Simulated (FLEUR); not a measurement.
## CoO: largest sphere moment, antiferro q=(0,0,1/2) +- against volume factor, fitted and tested on a withheld row

System: CoO, 1 Co and 1 O in the cell, space group Fm-3m. From the study “CoO: magnetism against the volume”.

Method: PBE with U = 3.5 eV on Co d; all-electron FLAPW, Dirac cores, scalar-relativistic bands (FLEUR MaX-R8.1). Settings shared by all rows: kmax 4.4 1/bohr, hist occupations, smearing width 0.05 eV. The opposed order is one of several, taken for its small cell; another can lie lower, so the scan does not name the ground state. Atoms were not relaxed at any point.

The table, with one value held back:

| volume factor | largest sphere moment, antiferro q=(0,0,1/2) +- (μB) |
| --- | --- |
| 0.88 | 2.58376 |
| 0.91 | 2.60100 |
| 0.94 | 2.61643 |
| 0.97 | 2.63027 |
| 1 | 2.64229 |
| 1.03 | 2.65318 |
| 1.06 | 2.66293 |
| 1.09 | 2.67139 |
| 1.12 | ? |

What largest sphere moment, antiferro q=(0,0,1/2) +- should the row at volume factor = 1.12 hold? Fit a suitable law to the other rows.

**Law.** No simple law fixes this dependence; over a few percent of strain it is smooth while the state stays the same, so an empirical parabola in s = factor − 1 is fitted. In symbols, y = c0 + c1 s + c2 s², with largest sphere moment, antiferro q=(0,0,1/2) +- in μB.

**Fit.** Least squares on 8 rows gives c0 = 2.6425, c1 = 0.390677 and c2 = -0.804563.

| volume factor | s | computed | fit | computed − fit |
| --- | --- | --- | --- | --- |
| 0.88 | -0.12 | 2.58376 | 2.584033 | -0.000273 |
| 0.91 | -0.09 | 2.60100 | 2.600822 | 0.000178 |
| 0.94 | -0.06 | 2.61643 | 2.616163 | 0.000267 |
| 0.97 | -0.03 | 2.63027 | 2.630056 | 0.000214 |
| 1 | 0 | 2.64229 | 2.642500 | -0.000210 |
| 1.03 | 0.03 | 2.65318 | 2.653496 | -0.000316 |
| 1.06 | 0.06 | 2.66293 | 2.663044 | -0.000114 |
| 1.09 | 0.09 | 2.67139 | 2.671144 | 0.000246 |

At s = 0 the slope is 0.00391 μB for each percent of the factor.

**Prediction.** At volume factor = 1.12, s = 0.12, so the law predicts 2.677796 μB. The computed value is 2.67883 μB, 0.001034 above the prediction (under 0.1 % of it). The row lies beyond the fitted rows, so this is an extrapolation. The miss is 4.4 times the rms residual of the fit, 0.000235.

[Hosts, paths, dates, database ids (printed as entryN), source tags and the programs' standing remarks are cut or masked in the printed files.]

[Where a cell is said to come from a database of computed structures, the database is the Materials Project.]
